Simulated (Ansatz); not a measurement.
# BaTiO3 (Barioperovskite): converging the G0W0 gap, part 2 of 2

How do accuracy and time trade against each other in G0W0 on BaTiO3 (Barioperovskite)?

Ansatz 0.2.0; G0W0 on LDA, plane waves, PAW. Known limits of the many-body steps: not at the basis limit; no spin-orbit coupling; coarse k mesh.

So far. Step 4 (509 empty bands, screening to 230 eV): Against the run with 4×4×4 mesh, 236 empty bands, screening to 138 eV, the gap moves by +0.05 eV.

## 5. Changing the frequency model: 4×4×4 mesh, 236 empty bands, screening to 138 eV, plasmon pole

A plasmon pole stands in for the full frequency dependence of the screening; this run shows what that costs in accuracy. Bands and cutoff differ from the step before, so it is read against an earlier run that matches them.

Contents of input.yaml:

```yaml
crystal:
  lattice:
    - [3.9855, 0.0, 0.0]
    - [0.0, 2.8369, 2.84515]
    - [0.0, -2.8369, 2.84515]
  atoms:
    - { symbol: Ba, position: [0.0, 0.0, 0.0] }
    - { symbol: Ti, position: [0.5, 0.5124, 0.5124] }
    - { symbol: O, position: [0.0, 0.4874, 0.4874] }
    - { symbol: O, position: [0.5, 0.50524, 0.99184] }
    - { symbol: O, position: [0.5, 0.99184, 0.50524] }
kpoints:
  mp_grid: { grid: [4, 4, 4] }
hamiltonian:
  xc: lda
  pseudopotentials: { kind: paw, azcp: { folder: "./paw" } }
scf:
  occupations: { method: fixed }
gw:
  n_empty_bands: 236
  ecut_chi: 138
  qp_bands: [v2, c2]
  qp_kpoints: band_edges
  screening: { model: godby_needs }
```

Run with:

```bash
> ansatz run input.yaml --threads 3 --pin off --max-ram 92160MiB --backend cuda --events-out ev --progress --plain --runs-dir out --devices 1 --max-vram 13GiB
```

Numbers of over 12 decimals in the logs are rounded to 6 here.

What it wrote:

```text
[...]
GPUs: using 1 of 1 available (devices: 1).
[...]
GPU FFT provider: cuFFT
GPU libraries: cuBLAS 13.8.2, cuFFT 12.4.0, cuSOLVER 12.3.4
Crystal: 5 atoms, lattice volume = 64.337 Å³
Basis set: ecut = 420 eV, 1249 PW (Γ)
Bands: 25, of which v1, the nominal top of the filled ones, is band 20 counted from 1 (19 counted from 0)
Symmetry: 4 space group operations
[...]
1    22     12.6127   -14.0439    -6.3651   -21.9609  0.7629    14.1804    14.1646  root
[...]
20    19      9.8326   -25.7586     4.7748   -20.8921  0.7573     9.7408     9.7408  root
    20    20      9.8428   -25.7535     4.7688   -20.8970  0.7573     9.7550     9.7550  root
    20    21     14.0196   -14.6747    -7.4607   -23.8503  0.7438    15.7546    15.7345  root
    20    22     14.0614   -14.7010    -7.5153   -23.9546  0.7422    15.8080    15.7998  root
[key lines of the parts left out:]
SCF converged after 9 iterations
Free energy (F): -9904.526772 eV
Fermi energy:    9.842753 eV
```

The job ended after 33 s (1 × NVIDIA H100 80GB HBM3 (shared by 6 runs) with 3 threads of AMD EPYC 7R13 (Zen 3), shared host; peak memory 1.5 GiB).

This step gave:

| Property | Result |
| --- | --- |
| bands summed | 256 |
| plasmon-pole fit frequency | 29.28 eV |
| RPA ε∞ on this mesh (eigenvalues) | 6.497, 6.562, 6.625 |
| plane waves in the screening matrix | 251 |
| G0W0 gap on the mesh | 3.417 eV |
| k of the valence top | -0.5, -0.5, -0.5 |
| k of the conduction bottom | 0, 0, 0 |
| starting gap on the mesh | 1.822 eV |
| least direct G0W0 gap on the computed points | 3.567 eV |

Against the run with 4×4×4 mesh, 236 empty bands, screening to 138 eV, the gap moves by +0.006 eV.

## 6. Changing the files: 4×4×4 mesh, 236 empty bands, screening to 138 eV, hard PAW files

Other atomic data (hard PAW) test the pseudisation: the cutoff goes from 420 to 930 eV, with the same valence electrons.

input.yaml: that of step 5 with these lines changed.

```diff
@@ -15,3 +15,3 @@
   xc: lda
-  pseudopotentials: { kind: paw, azcp: { folder: "./paw" } }
+  pseudopotentials: { kind: paw, source: ansatz }
 scf:
@@ -23,2 +23,2 @@
   qp_kpoints: band_edges
-  screening: { model: godby_needs }
+  screening: { model: contour_deformation }
```

What it wrote:

```text
GPUs: using 1 of 1 available (devices: 1).
[...]
GPU FFT provider: cuFFT
GPU libraries: cuBLAS 13.8.2, cuFFT 12.4.0, cuSOLVER 12.3.4
Crystal: 5 atoms, lattice volume = 64.337 Å³
Basis set: ecut = 930 eV, 4123 PW (Γ)
Bands: 25, of which v1, the nominal top of the filled ones, is band 20 counted from 1 (19 counted from 0)
Symmetry: 4 space group operations
[...]
k-points: 21 of 64 (time reversal used)
[...]
1    22     12.6649   -14.0243    -6.5509   -21.9301  0.7110    14.0717    14.0199  root
[...]
20    19      9.8893   -25.7611     4.6545   -20.8962  0.7111     9.6780     9.6789  root
    20    20      9.8997   -25.7564     4.6467   -20.9017  0.7111     9.6908     9.6917  root
    20    21     14.0778   -14.6582    -7.8229   -23.8273  0.6667    15.5065    15.4240  root
    20    22     14.1201   -14.6847    -7.9010   -23.9318  0.6638    15.5511    15.4662  root
[key lines of the parts left out:]
SCF converged after 10 iterations
Free energy (F): -9890.317771 eV
Fermi energy:    9.899667 eV
```

Wall time 32 s (1 × NVIDIA H100 80GB HBM3 (shared by 6 runs) with 3 threads); peak memory 1.6 GiB; 31 s of CPU time.

Numbers from this step:

```yaml
bands_summed: 256
rpa_eps_infinity_on_this_mesh_eigenvalues: 6.499, 6.564, 6.626
plane_waves_in_the_screening_matrix: 251
g0w0_gap_on_the_mesh: 3.411 eV
k_of_the_valence_top: -0.5, -0.5, -0.5
k_of_the_conduction_bottom: 0, 0, 0
starting_gap_on_the_mesh: 1.814 eV
least_direct_g0w0_gap_on_the_computed_points: 3.573 eV
```

Against the run with 4×4×4 mesh, 236 empty bands, screening to 138 eV, the gap moves by +0.0001 eV.

## 7. Side by side

Times are wall times on 1 × NVIDIA H100 80GB HBM3 (shared by 6 runs) with 3 threads of AMD EPYC 7R13 (Zen 3), shared host, good to a factor of about two.

```tsv
mesh	files	frequency	bands summed	cutoff (eV)	start (eV)	G0W0 (eV)	time	host memory (GiB)
4×4×4	default PAW	contour deformation	103	69	1.822	3.460	21 s	1.1
4×4×4	default PAW	contour deformation	256	138	1.822	3.411	25 s	1.3
4×4×4	default PAW	contour deformation	529	230	1.822	3.463	42 s	2.1
4×4×4	default PAW	plasmon pole	256	138	1.822	3.417	33 s	1.5
4×4×4	hard PAW	contour deformation	256	138	1.814	3.411	32 s	1.6
```

How the two edges are built up, in eV (the quasiparticle level is the starting level plus Σx plus Σc less Vxc):

```tsv
run	edge	start	Σx	Σc	Vxc	Z	QP
103 bands	valence top	9.84	-25.75	4.99	-20.90	0.72	9.98
103 bands	conduction bottom	11.66	-12.63	-6.16	-20.57	0.74	13.44
256 bands	valence top	9.84	-25.75	4.67	-20.90	0.71	9.66
256 bands	conduction bottom	11.66	-12.63	-6.53	-20.57	0.73	13.07
529 bands	valence top	9.84	-25.75	4.47	-20.90	0.71	9.45
529 bands	conduction bottom	11.66	-12.63	-6.69	-20.57	0.73	12.92
```

## 8. Results

```json
{
 "103 bands, 69 eV": "3.460 eV",
 "256 bands, 138 eV": "3.411 eV",
 "529 bands, 230 eV": "3.463 eV",
 "mesh and start": "4×4×4, LDA"
}
```

In words: From 103 to 529 bands the gap moves by +0.003 eV. Σc changes by −0.53 eV at the valence top and −0.52 eV at the conduction bottom, so the levels themselves move more than the gap between them. The gap turns back along the series, so no limit is drawn from it. The plasmon-pole model gives +0.01 eV against contour deformation, 0 % of the correction, and saved no time in this program. Hard PAW files move the gap by +0.0001 eV at equal bands and cutoff, −0.01 eV of it in the start. The 4×4×4 mesh is coarse for this cell (its supercell is 16 Å along the shortest edge). The RPA ε∞ on it, from the LDA start, is 6.48, 6.55 and 6.61; such meshes misread the long-range screening, most where the gap is narrow. The many-body steps are scalar-relativistic: spin-orbit coupling is not in them.

[Paths, hosts, dates, memory and timing lines, banners, echoed tables and standing remarks are left out of the program output.]

[Logs are printed without paths, hosts, clocks, repeated set-up lines and the standing remarks that a program may print on its own settings, such as how far it seeks lower states.]

[Runs of the session that timed out or met a known fault of the program may be left out.]

[Cells called generated may have been cut or substituted from an entry of the Crystallography Open Database or the Materials Project.]

[Hosts, paths, dates, database ids (printed as entryN), source tags and the programs' standing remarks are cut or masked in the printed files.]
